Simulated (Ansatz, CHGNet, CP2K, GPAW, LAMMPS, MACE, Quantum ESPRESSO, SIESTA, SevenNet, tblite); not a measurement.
## Amorphous 35Lu2O3-65HfO2 (mol %) (63 atoms): runs against a plane-wave reference

Density of this cell: 8.86 g/cm³. The cell holds 63 atoms: 12 Lu, 11 Hf and 40 O. Cell: a = 9.589 Å, b = 9.589 Å, c = 9.589 Å, α = 90.0°, β = 90.0°, γ = 90.0°. 63 atoms (12 Er, 11 Zr, 40 O) placed at random at 6.84 g/cm³, melted at 5000 K for 10 ps at fixed volume with the Morse and Coulomb pair potential with partial charges (Pedone, Malavasi, Menziani, Cormack and Segre, J. Phys. Chem. B 110, 11780 (2006)). Quenched from 5000 K to 300 K at 10 K/ps and fixed volume, held 10 ps at zero pressure, then minimised at fixed cell. Then Er was replaced by Lu, Zr was replaced by Hf and the cell scaled by 1.003 (the potential has no terms for the new elements, so the cell is a start for a DFT relaxation).

Geometry: as built.

The reference, a calculation:

| Item | Value |
| --- | --- |
| method | Kohn-Sham DFT, PBE, PAW, plane waves (Ansatz 0.2.0); cutoff 420 eV, Γ point, fermi-dirac smearing of 0.05 eV; PAW set soft_2 |
| r.m.s. force component | 0.3687 eV/Å |
| longest force | 1.432 eV/Å |
| pressure | -6.964 GPa |
| gap (highest filled to lowest empty level) | 3.333 eV |
| SCF cycles | 12 |
| time | 27 s on 4 threads of Arm Neoverse V1, shared host |
| CPU time | 1.7 min |

Q: Estimate the differences from the reference, the CPU time and the memory of each run.
- CHGNet 0.3.0 potential (CHGNet 0.3.0; 1 thread)
- CP2K PBE, DZVP-MOLOPT-SR, 600/50 Ry, TRS4 filter 1e-04, SCF 1e-05 (CP2K 2026.2; 4 MPI ranks)
- SIESTA PBEsol, DZP, shift 0.01 Ry, mesh 500 Ry (SIESTA 5.4.2; 2 MPI ranks)
- tblite GFN1-xTB (tblite 0.8.0; 1 thread)
- GPAW PBE, LCAO dzp, h 0.18 Å (GPAW 26.7.0; 1 thread)
- SIESTA PBE, DZ, shift 0.01 Ry, mesh 500 Ry (SIESTA 5.4.2; 2 MPI ranks)
- CP2K PBE, DZVP-MOLOPT-SR, 600/50 Ry, diagonalisation (CP2K 2026.2; 4 MPI ranks)
- SIESTA PBE, DZP, shift 0.01 Ry, mesh 500 Ry (SIESTA 5.4.2; 2 MPI ranks)
- QE PBE, sssp-1.3.0-efficiency, 60/480 Ry (Quantum ESPRESSO 7.5; 4 MPI ranks)
- SIESTA PBE, DZP, shift 0.01 Ry, mesh 200 Ry (SIESTA 5.4.2; 2 MPI ranks)

Differences are against the plane-wave reference, forces as r.m.s. over components; share is that over the reference's r.m.s. force, slope the least-squares factor from reference forces to these. Total energies of different programs have different zeros and aren't compared.

| run | Δ force, r.m.s. (meV/Å) | share (%) | slope | Δ pressure (GPa) | Δ gap (eV) | cores | CPU time | memory (GiB) |
| --- | --- | --- | --- | --- | --- | --- | --- | --- |
| reference | - | - | - | - | - | 4 | 1.7 min | 1.6 |
| CHGNet 0.3.0 potential | 130 | 35.2 | 0.894 | -3.22 | - | 1 | 3.7 s | 1 |
| CP2K PBE, DZVP-MOLOPT-SR, 600/50 Ry, TRS4 filter 1e-04, SCF 1e-05 (coarse) | 389 | 105 | 0.857 | -1.42 | - | 4 | 7.4 min | 4.0 |
| SIESTA PBEsol, DZP, shift 0.01 Ry, mesh 500 Ry | 95.6 | 25.9 | 1.085 | -7.43 | -0.125 | 2 | 7.8 min | 2.4 |
| tblite GFN1-xTB | 393 | 107 | 0.262 | 9.68 | - | 1 | 3.5 s | 0.13 |
| GPAW PBE, LCAO dzp, h 0.18 Å | 109 | 29.7 | 1.102 | - | -0.0488 | 1 | 6 min | 1.7 |
| SIESTA PBE, DZ, shift 0.01 Ry, mesh 500 Ry (coarse) | 117 | 31.6 | 1.107 | -4.86 | -0.0846 | 2 | 4.5 min | 1.8 |
| CP2K PBE, DZVP-MOLOPT-SR, 600/50 Ry, diagonalisation | 258 | 70.0 | 0.904 | -2.81 | -0.0174 | 4 | 11 min | 5.7 |
| SIESTA PBE, DZP, shift 0.01 Ry, mesh 500 Ry | 91.2 | 24.7 | 1.118 | -1.45 | -0.045 | 2 | 7.8 min | 2.4 |
| QE PBE, sssp-1.3.0-efficiency, 60/480 Ry | 39.5 | 10.7 | 0.951 | -0.757 | -0.0011 | 4 | 16 min | 5.8 |
| SIESTA PBE, DZP, shift 0.01 Ry, mesh 200 Ry | 91.4 | 24.8 | 1.118 | -1.41 | -0.0449 | 2 | 2.7 min | 1 |

Rows marked coarse were listed beforehand as settings not expected to be converged; some can still land near the reference.

Times of the machine-learned potentials are mostly Python's start and the loading of weights.

CPU time is summed over cores on a shared host, where runs went side by side, so it is rough. Symmetry, cutoffs, thresholds, outputs and thread counts weren't matched or tuned between programs; memory under MPI is the largest rank's times the ranks.

PBE on plane waves or a grid with other potentials, cutoffs or grids, coarse settings apart, differs from the reference by 11 % (QE PBE, sssp-1.3.0-efficiency, 60/480 Ry) of the r.m.s. force; potentials, valence shells or grid differ, and the table alone doesn't part them (QE's 60 Ry are 816 eV, against the reference's 420 eV). The PBE runs in local orbitals, coarse settings apart, differ by 25 % (SIESTA PBE, DZP, shift 0.01 Ry, mesh 500 Ry) to 70 % (CP2K PBE, DZVP-MOLOPT-SR, 600/50 Ry, diagonalisation); basis, grid and potentials can all enter. Tight binding differs by 107 % (tblite GFN1-xTB); it is another model, with fitted parameters of its own, and the xTB methods hold dispersion. Machine-learned potentials differ by 35 % (CHGNet 0.3.0 potential); they were trained on other programs' data. Periodic xTB results under one method name differ between programs and library versions. Machine-learned potentials mimic data converged in k, so the reference's own k-point error enters their differences. The network of bonds at the start is that of the classical potential that made the cell, and needn't be the one that DFT or experiment would give. The electronic-structure runs sample only Γ, in a cell whose shortest periodic width is 10 Å.

[Hosts, paths, dates, database ids (printed as entryN), source tags and the programs' standing remarks are cut or masked in the printed files.]
